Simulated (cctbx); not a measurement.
# Tm5Mn3 with cctbx, script by script

Library: cctbx 2025.11. The data are simulated by the first script.

## 1. Simulate the data

run.py:

```python
from cctbx import adptbx, crystal, miller, sgtbx, xray
from cctbx.array_family import flex
from iotbx.shelx import hklf
from scitbx import matrix
import scitbx.random

cs = crystal.symmetry(unit_cell=(8.193, 8.193, 6.221, 90, 90, 120), space_group_symbol='Hall: -P 6c 2')  # P6_3/mcm
atoms = [  # label, site, U (iso, or U11 U22 U33 U12 U13 U23 in A^2), occupancy
    ("Tm1", (0, 0.75, 0.75), 0.0049, 1),
    ("Tm2", (2/3, 1/3, 0), 0.0046, 1),
    ("Mn1", (0, 0.3968, 0.75), 0.0053, 1),
]
xs = xray.structure(crystal_symmetry=cs)
for label, site, u, occ in atoms:
    u = adptbx.u_cif_as_u_star(cs.unit_cell(), u) if isinstance(u, tuple) else u
    xs.add_scatterer(xray.scatterer(label, site=site, u=u, occupancy=occ))
xs.set_inelastic_form_factors(1.54184, "sasaki")
xs.show_summary()
p1 = xs.expand_to_p1()
ms = miller.build_set(p1, anomalous_flag=True, d_min=0.83)
flex.set_random_seed(759037)
scitbx.random.set_random_seed(759037)
ms = ms.select(flex.random_double(ms.size()) < 0.8)
i = ms.structure_factors_from_scatterers(p1, algorithm="direct").f_calc().as_intensity_array().data()
i = i * 70000 / flex.max(i)
sig = flex.sqrt(i + flex.pow2(0.04 * i) + 15 ** 2)
noise = scitbx.random.variate(scitbx.random.normal_distribution())(i.size())
data = ms.array(data=i + sig * noise, sigmas=sig).set_observation_type_xray_intensity()
with open("data.hkl", "w") as f:
    data.export_as_shelx_hklf(f)
print("reflections written:", data.size(), " <I/sigma> = %.1f" % flex.mean(data.data() / data.sigmas()))
for h, a, b in list(data.sort("data"))[:12]:
    print("%4d%4d%4d %9.1f %7.1f" % (h + (a, b)))
```

```console
$ python run.py
```

```text
Number of scatterers: 3
At special positions: 3
Unit cell: (8.193, 8.193, 6.221, 90, 90, 120)
Space group: P 63/m c m (No. 193)
reflections written: 2143  <I/sigma> = 14.8
   0   0  -4   66902.6  2812.5
  -3   3   0   37877.6  1482.5
   0  -3   0   37615.8  1482.5
   1  -2  -2   35607.2  1404.7
  -2   1  -2   35531.6  1404.7
  -3   0   0   35514.4  1482.5
   3   0   0   35353.1  1482.5
  -1  -1   2   35273.4  1404.7
   2  -1   2   34724.5  1404.7
   0   3   0   34071.2  1482.5
  -1  -1  -2   33999.2  1404.7
  -2   1   2   33803.6  1404.7
```

It took 0.36 s on 1 thread of Arm Neoverse N1, with other jobs on the host, peak memory 0.07 GiB.

## 2. Refinement (right model, isotropic)

run.py:

```python
import math
from cctbx import adptbx, crystal, maptbx, sgtbx, xray
from cctbx.array_family import flex
from cctbx.xray import observations
from iotbx.shelx import hklf
from scitbx.lstbx import normal_eqns_solving
from smtbx import absolute_structure, utils
from smtbx.refinement import constraints, least_squares

cs = crystal.symmetry(unit_cell=(8.193, 8.193, 6.221, 90, 90, 120), space_group_symbol='Hall: -P 6c 2')  # P6_3/mcm
atoms = [  # label, site, U (iso, or U11 U22 U33 U12 U13 U23 in A^2), occupancy
    ("Tm1", (0, 0.7527, 0.75), 0.0200, 1),
    ("Tm2", (2/3, 1/3, 0), 0.0200, 1),
    ("Mn1", (0, 0.3961, 0.75), 0.0200, 1),
]
xs = xray.structure(crystal_symmetry=cs)
for label, site, u, occ in atoms:
    u = adptbx.u_cif_as_u_star(cs.unit_cell(), u) if isinstance(u, tuple) else u
    xs.add_scatterer(xray.scatterer(label, site=site, u=u, occupancy=occ))
xs.set_inelastic_form_factors(1.54184, "sasaki")
raw = hklf.reader(file_name="data.hkl").as_miller_arrays(crystal_symmetry=cs, anomalous=True)[0]
merged = raw.eliminate_sys_absent().merge_equivalents()
fo2 = merged.array().set_observation_type_xray_intensity()
print("Rint %.3f, %d unique reflections to %.2f A" % (merged.r_int(), fo2.size(), fo2.d_min()))
for sc in xs.scatterers():
    sc.flags.set_grad_site(True)
    sc.flags.set_grad_u_aniso(sc.flags.use_u_aniso())
    sc.flags.set_grad_u_iso(sc.flags.use_u_iso())
obs = fo2.as_xray_observations()
extra = {}
rep = constraints.reparametrisation(xs, [], utils.connectivity_table(xs), **extra)
ls = least_squares.crystallographic_ls(obs, rep, weighting_scheme=least_squares.mainstream_shelx_weighting(a=0, b=0))
print("cycle     R1     wR2    GooF  max shift (A)")
for cycle in range(8):
    ls.build_up()
    r1, wr2, goof = ls.r1_factor(cutoff_factor=2)[0], ls.wR2(), ls.goof()
    old = xs.sites_cart()
    normal_eqns_solving.levenberg_marquardt_iterations(ls, n_max_iterations=3, tau=1e-06, step_threshold=1e-7)
    big = flex.max((xs.sites_cart() - old).norms())
    print("%4d %7.4f %7.4f %7.3f %9.5f" % (cycle + 1, r1, wr2, goof, big))
    ls.build_up(objective_only=True)
    if abs(ls.wR2() - wr2) < 5e-5 and big < 5e-4:
        break
ls.build_up()
print("final R1 %.4f wR2 %.4f GooF %.3f  parameters %d  data/parameter %.1f" % (ls.r1_factor(cutoff_factor=2)[0], ls.wR2(), ls.goof(), ls.n_parameters, fo2.size() / ls.n_parameters))
cov = ls.covariance_matrix_and_annotations()
su = dict(zip(cov.annotations, (math.sqrt(max(v, 0)) for v in cov.matrix.matrix_packed_u_diagonal())))
a2 = cs.unit_cell().reciprocal_parameters()[0] ** -2
print("atom        x        y        z      Ueq    occ   su(xyz)  su(Uiso or U11)")
for sc in xs.scatterers():
    s = max(su.get(sc.label + k, 0) for k in (".x", ".y", ".z"))
    npd = "" if sc.is_positive_definite_u(cs.unit_cell()) else "  NPD"
    print("%-5s %8.5f %8.5f %8.5f %8.4f %6.3f %8.5f %7.4f%s" % ((sc.label,) + sc.site + (sc.u_iso_or_equiv(cs.unit_cell()), sc.occupancy, s, su.get(sc.label + ".uiso", su.get(sc.label + ".u11", 0) * a2), npd)))
fo = fo2.f_sq_as_f()
fc = fo.structure_factors_from_scatterers(xs, algorithm="direct").f_calc()
diff = fo.f_obs_minus_f_calc(1 / math.sqrt(ls.scale_factor()), fc).average_bijvoet_mates()
m = diff.fft_map(symmetry_flags=maptbx.use_space_group_symmetry, resolution_factor=0.25).apply_volume_scaling()
print("difference map: max %.2f min %.2f rms %.2f" % (m.statistics().max(), m.statistics().min(), m.statistics().sigma()))
peaks = m.peak_search(parameters=maptbx.peak_search_parameters(min_distance_sym_equiv=0.6, max_clusters=6)).all()
near = xs.closest_distances(peaks.sites(), distance_cutoff=4)
sps = cs.special_position_settings(min_distance_sym_equiv=0.5)
for k, (x, h) in enumerate(zip(peaks.sites(), peaks.heights())):
    ss = sps.site_symmetry(x)
    print("Q%-3d %7.4f %7.4f %7.4f %4d %7.2f  %.2f A from %s" % ((k + 1,) + tuple(t % 1 for t in ss.exact_site()) + (ss.multiplicity(), h, near.smallest_distances[k], xs.scatterers()[near.i_seqs[k]].label)))
```

```console
$ python run.py
```

```text
Rint 0.033, 140 unique reflections to 0.83 A
cycle     R1     wR2    GooF  max shift (A)
   1  0.1177  0.2717  18.113   0.02188
   2  0.0065  0.0141   0.941   0.00000
final R1 0.0065 wR2 0.0141 GooF 0.941  parameters 5  data/parameter 28.0
atom        x        y        z      Ueq    occ   su(xyz)  su(Uiso or U11)
Tm1    0.00000  0.75003  0.75000   0.0049  1.000  0.00002  0.0001
Tm2    0.66667  0.33333  0.00000   0.0047  1.000  0.00000  0.0001
Mn1    0.00000  0.39689  0.75000   0.0052  1.000  0.00007  0.0001
difference map: max 0.35 min -0.46 rms 0.13
Q1    0.3333  0.6667  0.1479    8    0.40  0.92 A from Tm2
Q2    0.1275  0.5533  0.1543   24    0.34  1.43 A from Mn1
Q3    0.0000  0.0739  0.6161   12    0.33  2.00 A from Tm1
Q4    0.2619  0.5033  0.7500   12    0.32  1.87 A from Mn1
Q5    0.2094  0.4950  0.6026   24    0.30  1.41 A from Tm2
Q6    0.2024  0.5672  0.7500   12    0.29  1.54 A from Mn1
```

Time: 0.48 s.

## 3. Refinement (right model, anisotropic)

run.py, as its changes from the last script of this kind:

```diff
@@ -12,3 +12,3 @@
-    ("Tm1", (0, 0.7527, 0.75), 0.0200, 1),
-    ("Tm2", (2/3, 1/3, 0), 0.0200, 1),
-    ("Mn1", (0, 0.3961, 0.75), 0.0200, 1),
+    ("Tm1", (0, 0.75003, 0.75), 0.0049, 1),
+    ("Tm2", (2/3, 1/3, 0), 0.0047, 1),
+    ("Mn1", (0, 0.39689, 0.75), 0.0052, 1),
@@ -20,0 +21 @@
+xs.convert_to_anisotropic()
```

```console
$ python run.py
```

```text
Rint 0.033, 140 unique reflections to 0.83 A
cycle     R1     wR2    GooF  max shift (A)
   1  0.0065  0.0141   0.960   0.00005
   2  0.0064  0.0140   0.953   0.00000
final R1 0.0064 wR2 0.0140 GooF 0.953  parameters 10  data/parameter 14.0
atom        x        y        z      Ueq    occ   su(xyz)  su(Uiso or U11)
Tm1    0.00000  0.75003  0.75000   0.0049  1.000  0.00002  0.0001
Tm2    0.66667  0.33333  0.00000   0.0047  1.000  0.00000  0.0001
Mn1    0.00000  0.39688  0.75000   0.0052  1.000  0.00007  0.0003
difference map: max 0.34 min -0.45 rms 0.13
Q1    0.3333  0.6667  0.1478    8    0.40  0.92 A from Tm2
Q2    0.1287  0.5547  0.1535   24    0.34  1.43 A from Mn1
Q3    0.0000  0.0740  0.6154   12    0.33  2.01 A from Tm1
Q4    0.2641  0.5024  0.7500   12    0.32  1.89 A from Mn1
Q5    0.2098  0.4947  0.6026   24    0.29  1.41 A from Tm2
Q6    0.2027  0.5684  0.7500   12    0.29  1.55 A from Mn1
```

Time: 0.47 s.

## 4. Refinement

run.py, as its changes from the last script of this kind:

```diff
@@ -14 +13,0 @@
-    ("Mn1", (0, 0.39689, 0.75), 0.0052, 1),
@@ -35 +34 @@
-for cycle in range(8):
+for cycle in range(12):
```

```console
$ python run.py
```

```text
Rint 0.033, 140 unique reflections to 0.83 A
cycle     R1     wR2    GooF  max shift (A)
   1  0.3253  0.5953  39.831   0.04798
   2  0.2769  0.5259  35.189   0.00003
final R1 0.2768 wR2 0.5259 GooF 35.189  parameters 6  data/parameter 23.3
atom        x        y        z      Ueq    occ   su(xyz)  su(Uiso or U11)
Tm1    0.00000  0.74418  0.75000  -0.0042  1.000  0.00085  0.0054  NPD
Tm2    0.66667  0.33333  0.00000  -0.0065  1.000  0.00000  0.0040  NPD
difference map: max 53.71 min -17.98 rms 6.16
Q1    0.0000  0.2484  0.2500    6   56.41  0.06 A from Tm1
Q2    0.0000  0.3982  0.7500    6   52.52  2.83 A from Tm1
Q3    0.3333  0.6667  0.0000    4   43.38  0.00 A from Tm2
Q4    0.1286  0.3783  0.7500   12   16.43  1.77 A from Tm1
Q5    0.0000  0.0000  0.0000    2   15.18  2.61 A from Tm1
Q6    0.2463  0.5839  0.7500   12   12.84  1.70 A from Tm2
```

Time: 0.51 s.

This run holds a fault made on purpose: atom left out: Mn1.

## 5. Refinement

run.py, as its changes from the last script of this kind:

```diff
@@ -13,0 +14 @@
+    ("Cl1", (0, 0.39689, 0.75), 0.0052, 1),
```

```console
$ python run.py
```

```text
Rint 0.033, 140 unique reflections to 0.83 A
cycle     R1     wR2    GooF  max shift (A)
   1  0.0802  0.2500  16.982   0.00193
   2  0.0502  0.1661  11.282   0.00005
final R1 0.0502 wR2 0.1661 GooF 11.282  parameters 10  data/parameter 14.0
atom        x        y        z      Ueq    occ   su(xyz)  su(Uiso or U11)
Tm1    0.00000  0.74979  0.75000   0.0045  1.000  0.00025  0.0014
Tm2    0.66667  0.33333  0.00000   0.0045  1.000  0.00000  0.0013
Cl1    0.00000  0.39673  0.75000  -0.0112  1.000  0.00082  0.0031  NPD
difference map: max 7.94 min -1.35 rms 0.88
Q1    0.0000  0.4139  0.7500    6    8.27  0.14 A from Cl1
Q2    0.3333  0.6667  0.0000    4    1.89  0.00 A from Tm2
Q3    0.0000  0.2235  0.2500    6    1.83  0.22 A from Tm1
Q4    0.1599  0.4509  0.0989   24    0.73  1.74 A from Tm2
Q5    0.1893  0.5827  0.7008   24    0.66  1.57 A from Cl1
Q6    0.2478  0.4993  0.7500   12    0.60  1.77 A from Cl1
```

Time: 0.52 s.

This run holds a fault made on purpose: wrong element: Cl1 is Mn.

## 6. Refinement

run.py, as its changes from the last script of this kind:

```diff
@@ -14 +14 @@
-    ("Cl1", (0, 0.39689, 0.75), 0.0052, 1),
+    ("Mn1", (0, 0.39689, 0.75), 0.0052, 1),
@@ -23 +23 @@
-merged = raw.eliminate_sys_absent().merge_equivalents()
+merged = raw.eliminate_sys_absent().resolution_filter(d_min=1.6).merge_equivalents()
```

```console
$ python run.py
```

```text
Rint 0.032, 23 unique reflections to 1.63 A
cycle     R1     wR2    GooF  max shift (A)
   1  0.0075  0.0153   1.325   0.00126
   2  0.0052  0.0107   0.932   0.00000
final R1 0.0052 wR2 0.0107 GooF 0.932  parameters 10  data/parameter 2.3
atom        x        y        z      Ueq    occ   su(xyz)  su(Uiso or U11)
Tm1    0.00000  0.75018  0.75000   0.0034  1.000  0.00010  0.0012
Tm2    0.66667  0.33333  0.00000   0.0037  1.000  0.00000  0.0009
Mn1    0.00000  0.39702  0.75000   0.0043  1.000  0.00029  0.0019  NPD
difference map: max 0.13 min -0.15 rms 0.05
Q1    0.0000  0.0000  0.2500    2    0.13  2.05 A from Tm1
Q2    0.1720  0.5195  0.2500   12    0.10  1.85 A from Mn1
Q3    0.1667  0.5417  0.7500   12    0.08  1.28 A from Mn1
Q4    0.1634  0.3268  0.0000   12    0.06  1.94 A from Tm1
Q5    0.1681  0.3791  0.0941   24    0.05  1.58 A from Tm1
Q6    0.1042  0.2083  0.0000   12    0.05  1.88 A from Tm1
```

It took 0.55 s on 1 thread of Arm Neoverse N1 (shared host), peak memory 0.09 GiB.

This run holds a fault made on purpose: data cut at low resolution.

[Logs are printed without paths, hosts, clocks, repeated set-up lines and the standing remarks that a program may print on its own settings, such as how far it seeks lower states.]
